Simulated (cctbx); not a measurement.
# YbTl2Pb2: precision against data quality

Space group I4/mmm (no. 139), a = 4.9430 Å, b = 4.9430 Å, c = 12.5420 Å, α = 90.00°, β = 90.00°, γ = 90.00°.

```
atom  mult.    x    y       z  Ueq (Å²)
 Pb1      4  1/2  1/2  0.1210    0.0150
 Tl1      4  1/2    0     1/4    0.0084
 Yb1      2    0    0       0    0.0131
```

The model was made for the exercise: a known structure type with other elements put in, its volume estimated, not relaxed; displacement parameters are assumed.

Five simulated data sets (cctbx; Mo Kα, λ = 0.71073 Å; 2 % proportional error) differ in resolution or exposure (noise floor 2 counts in the first three, 8 in the last two). Each is refined with the right model, isotropic at 1.1 Å and anisotropic otherwise. How do the figures of merit and the uncertainties move?

| d min (Å) | top counts | ⟨I/σ⟩ (unmerged, absences included) | unique | param. (scale apart) | Rint | R1 | GooF | largest s.u. xyz (fractional) | s.u. U of Yb1 (Å²) | largest error (Å) |
| --- | --- | --- | --- | --- | --- | --- | --- | --- | --- | --- |
| 1.1 | 20000 | 14.3 | 51 | 4 | 0.018 | 0.0074 | 1.31 | 0.00006 | 0.0004 | 0.0003 |
| 0.84 | 20000 | 12.6 | 103 | 7 | 0.022 | 0.0079 | 0.98 | 0.00003 | 0.0002 | 0.0000 |
| 0.6 | 20000 | 9.2 | 249 | 7 | 0.026 | 0.0084 | 0.91 | 0.00002 | 0.0001 | 0.0000 |
| 0.75 | 300 | 0.9 | 138 | 7 | 0.297 | 0.0488 | 0.90 | 0.00036 | 0.0022 | 0.0082 |
| 0.75 | 3000 | 4.6 | 138 | 7 | 0.057 | 0.0170 | 0.90 | 0.00007 | 0.0004 | 0.0011 |

The number of reflections grows roughly as 1/d³: 51, 103 and 249 here. R1 follows the noise rather than the truth: at 300 counts it is 0.0488, at 3000 counts 0.0170, while GooF is 0.90 and 0.90: the weights 1/σ² carry the noise. The s.u. of U (U11 where anisotropic) for Yb1 goes 0.0004, 0.0002, 0.0001 Å² with resolution and 0.0022, 0.0004 Å² with exposure.

The 1.1 Å row also differs in its displacement model, so it isn't a clean test of resolution.

Hardware for the 0.6 Å refinement: 0.49 s on 1 thread of Arm Neoverse N1, with other jobs on the host, peak memory 0.09 GiB.

[Logs are printed without paths, hosts, clocks, repeated set-up lines and the standing remarks that a program may print on its own settings, such as how far it seeks lower states.]
